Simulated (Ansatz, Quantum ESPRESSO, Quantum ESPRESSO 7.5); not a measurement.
# Ballistic transmission: vacuum gap of 5.0 Å between two Rh(111) faces

Wanted: the transmission near the Fermi level and the conductance of this junction: vacuum gap of 5.0 Å between two Rh(111) faces.

Program: Quantum ESPRESSO 7.5. Level of theory: plane-wave DFT, PBE, GBRV ultrasoft pseudopotentials (cross-check by Ansatz 0.2.0 with PAW datasets). Results are calculated unless marked as measured.

**1. The starting structure**

The cell holds 18 atoms: 18 Rh. Cell: a = 2.708 Å, b = 2.708 Å, c = 42.591 Å, α = 90.0°, β = 90.0°, γ = 60.0°. It derives from Rh. Regions: left lead, 9 atoms (9 Rh); right lead, 9 atoms (9 Rh). The structure is stacked along c, and the current runs across the ab planes.

**2. Self-consistent run**

One periodic cell holds a stretch of lead, the junction and more lead; the atoms stay as built.

scf.in reads:

```
&control
  prefix = 'scf'
  outdir = './out'
  pseudo_dir = './pseudo'
  calculation = 'scf'
  tprnfor = .true.
/
&system
  ibrav = 0
  nat = 18
  ntyp = 1
  ecutwfc = 40
  ecutrho = 200
  occupations = 'smearing'
  smearing = 'mv'
  degauss = 0.01
/
&electrons
  conv_thr = 1e-07
  mixing_beta = 0.25
  electron_maxstep = 120
  mixing_mode = 'local-TF'
/
ATOMIC_SPECIES
  Rh  102.9055  rh_pbe_v1.4.uspp.F.UPF
CELL_PARAMETERS angstrom
  2.70821897194448 0.00000000000000 0.00000000000000
  1.35410948597224 2.34538642871489 0.00000000000000
  0.00000000000000 0.00000000000000 42.59127602693654
ATOMIC_POSITIONS crystal
  Rh  0.000000000000 0.000000000000 0.000000000000
  Rh  0.333333333000 0.333333333000 0.051917945112
  Rh  0.666666667000 0.666666667000 0.103835890223
  Rh  0.000000000000 0.000000000000 0.155753835335
  Rh  0.333333333000 0.333333333000 0.207671780446
  Rh  0.666666667000 0.666666667000 0.259589725558
  Rh  0.000000000000 0.000000000000 0.311507670669
  Rh  0.333333333000 0.333333333000 0.363425615781
  Rh  0.666666667000 0.666666667000 0.415343560892
  Rh  0.000000000000 0.000000000000 0.532738493996
  Rh  0.333333333000 0.333333333000 0.584656439108
  Rh  0.666666667000 0.666666667000 0.636574384219
  Rh  0.000000000000 0.000000000000 0.688492329331
  Rh  0.333333333000 0.333333333000 0.740410274442
  Rh  0.666666667000 0.666666667000 0.792328219554
  Rh  0.000000000000 0.000000000000 0.844246164665
  Rh  0.333333333000 0.333333333000 0.896164109777
  Rh  0.666666667000 0.666666667000 0.948082054888
K_POINTS automatic
  10 10 1 0 0 0
```

On the command line:

```
$ OMP_NUM_THREADS=1 mpirun -n 4 pw.x -nk 4 -in scf.in > scf.out
```

What it wrote:

```text
Program PWSCF v.7.5 starts
[citation notice left out]

     Parallel version (MPI & OpenMP), running on       4 processor cores
     Number of MPI processes:                 4
     Threads/MPI process:                     1

     MPI processes distributed on     1 nodes
[...]
Current dimensions of program PWSCF are:
     Max number of different atomic species (ntypx) = 10
     Max number of k-points (npk) =  40000
     Max angular momentum in pseudopotentials (lmaxx) =  4
     Message from routine setup:
     using ibrav=0 with symmetry is DISCOURAGED, use correct ibrav instead

     K-points division:     npool     =       4
     Subspace diagonalization in iterative solution of the eigenvalue problem:
     a serial algorithm will be used

     G-vector sticks info
     --------------------
     sticks:   dense  smooth     PW     G-vecs:    dense   smooth      PW
     Sum         361     295     91                87351    62527   11483

     Using Slab Decomposition

     bravais-lattice index     =            0
     lattice parameter (alat)  =       5.1178  a.u.
     unit-cell volume          =    1825.6412 (a.u.)^3
     number of atoms/cell      =           18
     number of atomic types    =            1
     number of electrons       =       270.00
     number of Kohn-Sham states=          162
     kinetic-energy cutoff     =      40.0000  Ry
     charge density cutoff     =     200.0000  Ry
     scf convergence threshold =      1.0E-07
     mixing beta               =       0.2500
     number of iterations used =            8  local-TF  mixing
     Exchange-correlation=  SLA  PW   PBX  PBC
                           (   1   4   3   4   0   0   0)

     celldm(1)=   5.117792  celldm(2)=   0.000000  celldm(3)=   0.000000
     celldm(4)=   0.000000  celldm(5)=   0.000000  celldm(6)=   0.000000

     crystal axes: (cart. coord. in units of alat)
               a(1) = (   1.000000   0.000000   0.000000 )
               a(2) = (   0.500000   0.866025   0.000000 )
               a(3) = (   0.000000   0.000000  15.726674 )

     reciprocal axes: (cart. coord. in units 2 pi/alat)
               b(1) = (  1.000000 -0.577350  0.000000 )
               b(2) = (  0.000000  1.154701  0.000000 )
               b(3) = (  0.000000  0.000000  0.063586 )

     PseudoPot. # 1 for Rh read from file:
     ./pseudo/rh_pbe_v1.4.uspp.F.UPF
     Pseudo is Ultrasoft + core correction, Zval = 15.0
     Generated by new atomic code, or converted to UPF format
     Using radial grid of  969 points,  7 beta functions with:
                l(1) =   0
                l(2) =   0
                l(3) =   1
                l(4) =   1
                l(5) =   2
                l(6) =   2
                l(7) =   2
     Q(r) pseudized with  8 coefficients,  rinner =    1.200   1.200   1.200
                                                       1.200   1.200

     atomic species   valence    mass     pseudopotential
     Rh               15.00   102.90550     Rh( 1.00)

      6 Sym. Ops. (no inversion) found

   Cartesian axes

     site n.     atom                  positions (alat units)
         1        Rh     tau(   1) = (   0.0000000   0.0000000   0.0000000  )
         2        Rh     tau(   2) = (   0.5000000   0.2886751   0.8164966  )
         3        Rh     tau(   3) = (   1.0000000   0.5773503   1.6329932  )
         4        Rh     tau(   4) = (   0.0000000   0.0000000   2.4494897  )
         5        Rh     tau(   5) = (   0.5000000   0.2886751   3.2659863  )
         6        Rh     tau(   6) = (   1.0000000   0.5773503   4.0824829  )
         7        Rh     tau(   7) = (   0.0000000   0.0000000   4.8989795  )
         8        Rh     tau(   8) = (   0.5000000   0.2886751   5.7154761  )
         9        Rh     tau(   9) = (   1.0000000   0.5773503   6.5319726  )
        10        Rh     tau(  10) = (   0.0000000   0.0000000   8.3782045  )
        11        Rh     tau(  11) = (   0.5000000   0.2886751   9.1947010  )
        12        Rh     tau(  12) = (   1.0000000   0.5773503  10.0111976  )
        13        Rh     tau(  13) = (   0.0000000   0.0000000  10.8276942  )
        14        Rh     tau(  14) = (   0.5000000   0.2886751  11.6441908  )
        15        Rh     tau(  15) = (   1.0000000   0.5773503  12.4606874  )
        16        Rh     tau(  16) = (   0.0000000   0.0000000  13.2771839  )
        17        Rh     tau(  17) = (   0.5000000   0.2886751  14.0936805  )
        18        Rh     tau(  18) = (   1.0000000   0.5773503  14.9101771  )

     number of k points=    14  Marzari-Vanderbilt smearing, width (Ry)=  0.0100
                       cart. coord. in units 2pi/alat
        k(    1) = (   0.0000000   0.0000000   0.0000000), wk =   0.0200000
        k(    2) = (   0.0000000   0.1154701   0.0000000), wk =   0.1200000
        k(    3) = (   0.0000000   0.2309401   0.0000000), wk =   0.1200000
        k(    4) = (   0.0000000   0.3464102   0.0000000), wk =   0.1200000
        k(    5) = (   0.0000000   0.4618802   0.0000000), wk =   0.1200000
        k(    6) = (   0.0000000  -0.5773503   0.0000000), wk =   0.0600000
        k(    7) = (   0.1000000   0.1732051   0.0000000), wk =   0.1200000
        k(    8) = (   0.1000000   0.2886751   0.0000000), wk =   0.2400000
        k(    9) = (   0.1000000   0.4041452   0.0000000), wk =   0.2400000
        k(   10) = (   0.1000000  -0.6350853   0.0000000), wk =   0.2400000
[...]
k(   14) = (   0.3000000  -0.6350853   0.0000000), wk =   0.1200000

     Dense  grid:    87351 G-vectors     FFT dimensions: (  24,  24, 375)

     Smooth grid:    62527 G-vectors     FFT dimensions: (  24,  24, 360)

     Estimated max dynamical RAM per process >     319.64 MB

     Estimated total dynamical RAM >       1.19 GB

     Initial potential from superposition of free atoms

     starting charge     260.9982, renormalised to     270.0000

     negative rho (up, down):  1.072E+00 0.000E+00
     Starting wfcs are  216 randomized atomic wfcs

     total cpu time spent up to now is        8.8 secs

     per-process dynamical memory:   192.0 Mb

     Self-consistent Calculation

     iteration #  1     ecut=    40.00 Ry     beta= 0.25
     Davidson diagonalization with overlap
     ethr =  1.00E-02,  avg # of iterations =  2.0

     negative rho (up, down):  1.057E+00 0.000E+00

     total cpu time spent up to now is       30.2 secs

     total energy              =   -3083.03240871 Ry
     estimated scf accuracy    <      14.53637973 Ry

     iteration #  2     ecut=    40.00 Ry     beta= 0.25
[...]
15.3480  15.3752  15.4363  15.5007  15.5395  15.6027  15.6313  15.7003
    15.7610  16.0098  16.1508  16.2839  16.3303  16.3749  16.4078  16.4420
    16.4741  16.4936  16.4978  16.5306  16.5339  16.5433  16.6145  16.6237
    16.6395  16.7131  16.7235  16.7347  16.8302  16.8743  16.9563  16.9581
    16.9802  17.0166  17.0308  17.0693  17.0944  17.1331  17.1867  17.2189
    17.2319  17.2870  17.3347  17.3595  17.3809  17.4351  17.4853  17.5392
    17.6075  17.6152  17.7348  17.7819  17.8625  17.9901  17.9938  18.1180
    18.1726  18.2431  18.3604  18.3926  18.4628  18.5537  18.6525  18.7758
    18.7837  18.9519  19.1050  19.1336  19.3095  19.4606  19.5213  19.5815
    19.6699  19.7217  20.0622  20.4339  21.0937  21.5312  22.1105  22.7731
    23.0918  23.8441

          k = 0.0000 0.3464 0.0000 (  7825 PWs)   bands (ev):

   -27.8081 -27.8031 -27.7931 -27.7771 -27.7712 -27.7645 -27.7618 -27.7492
   -27.7448 -27.7307 -27.7125 -27.6993 -27.6864 -27.6724 -27.6555 -27.6469
   -27.6335 -27.6209 -27.6183 -27.5909 -27.5591 -27.5270 -27.4963 -27.4696
   -27.4607 -27.4607 -27.4497 -27.4452 -27.4425 -27.4329 -27.4238 -27.4233
   -27.4125 -27.4039 -27.4014 -27.3858 -27.3816 -27.3715 -27.3610 -27.3592
   -27.3482 -27.3371 -27.3352 -27.3258 -27.3182 -27.3166 -27.3149 -27.3066
   -27.1564 -27.1564 -26.9315 -26.9315 -26.9104 -26.9104  13.2812  13.3413
    13.4357  13.5534  13.6650  13.6726  13.6762  13.6983  13.7260  13.7444
    13.8001  13.9054  14.0018  14.0369  14.0674  14.1567  14.1974  14.2821
    14.3627  14.4318  14.5307  14.5986  14.7006  14.7618  14.8189  14.9822
    15.1760  15.3695  15.4725  15.5906  15.6993  15.8142  15.8521  16.0072
    16.0260  16.1824  16.2028  16.3075  16.3595  16.3761  16.3848  16.3943
    16.4146  16.4376  16.4954  16.5237  16.5451  16.6433  16.6519  16.6554
    16.7963  16.8545  16.9722  17.0503  17.1646  17.2557  17.3574  17.4461
    17.5389  17.5873  17.6683  17.6944  17.8070  17.8264  17.9408  17.9463
    18.0605  18.1706  18.2611  18.2763  18.3284  18.3341  18.3692  18.3779
    18.3911  18.4089  18.4207  18.4321  18.4522  18.5127  18.5345  18.6011
    18.6923  18.7773  18.7925  18.8479  18.9035  18.9469  18.9841  19.0166
    19.0711  19.1911  19.2648  19.3522  19.5057  19.6350  19.7317  19.7596
    19.7902  20.2982  20.9825  21.4808  22.2796  22.7948  23.5291  24.2706
    24.7234  25.7649

          k = 0.0000 0.4619 0.0000 (  7821 PWs)   bands (ev):

   -27.8864 -27.8842 -27.8768 -27.8642 -27.8575 -27.8547 -27.8449 -27.8426
   -27.8279 -27.8234 -27.8074 -27.8027 -27.7872 -27.7856 -27.7682 -27.7569
   -27.6406 -27.6324 -27.6102 -27.5803 -27.5501 -27.5241 -27.5012 -27.4965
   -27.4964 -27.4868 -27.4838 -27.4789 -27.4696 -27.4683 -27.4601 -27.4581
   -27.4456 -27.4448 -27.4334 -27.4183 -27.4167 -27.4010 -27.3916 -27.3893
   -27.3756 -27.3648 -27.3636 -27.3516 -27.3447 -27.3433 -27.3397 -27.3338
   -27.2688 -27.2687 -26.9410 -26.9410 -26.9230 -26.9229  13.1922  13.2385
    13.2460  13.3112  13.3124  13.4107  13.4165  13.5164  13.5341  13.5523
    13.5721  13.6592  13.6722  13.7084  13.7870  13.8055  13.8593  13.9026
    13.9555  14.0070  14.1385  14.1633  14.3614  14.4040  14.4516  14.6821
    14.9425  15.1640  15.3398  15.5302  15.7231  15.8884  15.9921  16.0633
    16.1091  16.1364  16.1574  16.2167  16.2878  16.3138  16.4500  16.4667
    16.5327  16.6262  16.6751  16.8344  16.8622  16.9769  17.0719  17.2088
    17.3292  17.3664  17.5604  17.6055  17.7914  17.8912  17.9382  18.1750
    18.1762  18.3425  18.4512  18.5486  18.7016  18.8606  18.9180  18.9994
    19.0923  19.1062  19.2241  19.2307  19.2390  19.2585  19.2856  19.3029
    19.3163  19.3509  19.3663  19.4064  19.4407  19.4518  19.4627  19.4932
    19.5175  19.5441  19.5576  19.5788  19.5807  19.6843  19.7798  19.8518
    19.8795  19.8972  19.9093  20.1534  20.3646  20.3956  20.4694  20.4934
    20.6828  21.1402  21.8247  22.3808  23.1742  23.7036  24.5463  25.0262
    25.8341  26.2336

          k = 0.0000-0.5774 0.0000 (  7850 PWs)   bands (ev):

   -27.9331 -27.9308 -27.9232 -27.9096 -27.8934 -27.8905 -27.8840 -27.8806
   -27.8697 -27.8649 -27.8503 -27.8449 -27.8330 -27.8263 -27.8195 -27.8150
   -27.5928 -27.5928 -27.5380 -27.5366 -27.5292 -27.5217 -27.5168 -27.5101
   -27.5100 -27.5059 -27.5008 -27.4999 -27.4970 -27.4926 -27.4817 -27.4711
   -27.4699 -27.4582 -27.4456 -27.4367 -27.4285 -27.4124 -27.4066 -27.4003
   -27.3863 -27.3779 -27.3739 -27.3616 -27.3566 -27.3531 -27.3494 -27.3450
   -27.3078 -27.3077 -26.9528 -26.9527 -26.9198 -26.9198  12.9956  13.0520
    13.1412  13.1672  13.2330  13.2583  13.3375  13.3509  13.3961  13.4028
    13.4713  13.4944  13.5405  13.6114  13.6421  13.6829  13.7760  13.8061
    13.8107  13.9067  13.9097  14.0028  14.2061  14.2640  14.3271  14.5578
    14.8371  15.1053  15.3215  15.4922  15.6331  15.7617  15.8662  15.9487
    16.0034  16.0339  16.0656  16.1275  16.2289  16.3709  16.5552  16.5958
    16.6096  16.7737  16.8319  16.8638  17.0236  17.1700  17.2071  17.2963
    17.5844  17.5909  17.6259  17.8993  18.0271  18.0622  18.2100  18.5118
    18.5197  18.5373  18.8098  18.9738  18.9864  19.0711  19.2837  19.4114
    19.4430  19.4598  19.5461  19.6006  19.6401  19.6431  19.6489  19.6597
    19.6758  19.6930  19.7130  19.7331  19.7399  19.7588  19.7873  19.8137
    19.8438  19.8789  19.9254  19.9593  19.9788  20.0237  20.1033  20.2305
    20.2307  20.5809  21.0365  21.5237  21.9313  22.3419  22.4167  22.5903
    22.6793  22.8041  22.9781  23.0471  23.1843  23.2085  23.3384  23.3592
    23.4213  23.4215

[...]
the Fermi energy is    19.1200 ev

!    total energy              =   -3081.50633209 Ry
     estimated scf accuracy    <       0.00000002 Ry
     smearing contrib. (-TS)   =      -0.00137479 Ry
     internal energy E=F+TS    =   -3081.50495730 Ry

     The total energy is F=E-TS. E is the sum of the following terms:
     one-electron contribution =   -2828.41232438 Ry
     hartree contribution      =    1637.99205215 Ry
     xc contribution           =    -538.70714927 Ry
     ewald contribution        =   -1352.37753579 Ry

     convergence has been achieved in  13 iterations

     negative rho (up, down):  1.099E+00 0.000E+00

     Forces acting on atoms (cartesian axes, Ry/au):

     atom    1 type  1   force =     0.00000000    0.00000000    0.00016050
     atom    2 type  1   force =     0.00000000    0.00000000    0.00011174
     atom    3 type  1   force =     0.00000000    0.00000000   -0.00039686
     atom    4 type  1   force =     0.00000000    0.00000000    0.00051570
     atom    5 type  1   force =     0.00000000    0.00000000   -0.00093375
     atom    6 type  1   force =     0.00000000    0.00000000   -0.00125869
     atom    7 type  1   force =     0.00000000    0.00000000    0.00723794
     atom    8 type  1   force =     0.00000000    0.00000000    0.01038361
     atom    9 type  1   force =     0.00000000    0.00000000   -0.01194694
     atom   10 type  1   force =     0.00000000    0.00000000    0.01194124
     atom   11 type  1   force =     0.00000000    0.00000000   -0.01038310
     atom   12 type  1   force =     0.00000000    0.00000000   -0.00723274
     atom   13 type  1   force =     0.00000000    0.00000000    0.00125765
     atom   14 type  1   force =     0.00000000    0.00000000    0.00093306
     atom   15 type  1   force =     0.00000000    0.00000000   -0.00051353
     atom   16 type  1   force =     0.00000000    0.00000000    0.00039702
     atom   17 type  1   force =     0.00000000    0.00000000   -0.00011286
     atom   18 type  1   force =     0.00000000    0.00000000   -0.00016000

     Total force =     0.024728     Total SCF correction =     0.000624

[...]
=------------------------------------------------------------------------------=
   JOB DONE.
=------------------------------------------------------------------------------=
```

Run time: 4.3 min. Hardware: 4 MPI ranks of Arm Neoverse V1, shared host; peak memory 1.4 GiB.

Read from the output:

| Quantity | Value |
| --- | --- |
| free energy | -41926.0295 eV |
| Fermi energy | 19.12 eV |

The program's own clock; routines nest. Time by routine:

```
     routine  wall time (s)  calls
       PWSCF          259.6      1
   electrons          247.1      1
     c_bands          214.3     13
     cegterg          207.6     52
       h_psi          118.6    194
        fftw           79.1  47936
    vloc_psi          70.55    194
      calbec          36.64    262
    sum_band          27.99     13
h_psi:calbec          23.63    194
  add_vuspsi          23.53    194
       s_psi           23.5    194
    init_run           8.59      1
     wfcinit            8.1      1
```

The run needed 13 iterations to bring the estimated error under 1e-07 Ry; the largest force on any atom, held or free, is 0.31 eV/Å.

(Part 1 of 4 ends here.)

[Logs are printed without paths, hosts, clocks, repeated set-up lines and the standing remarks that a program may print on its own settings, such as how far it seeks lower states.]

[Hosts, paths, dates, database ids (printed as entryN), source tags and the programs' standing remarks are cut or masked in the printed files.]

[Maps of the electrostatic potential energy from Ansatz leave out the sawtooth potential of an applied field or a dipole correction, so their vacuum need not be flat; planar profiles and work functions include it.]
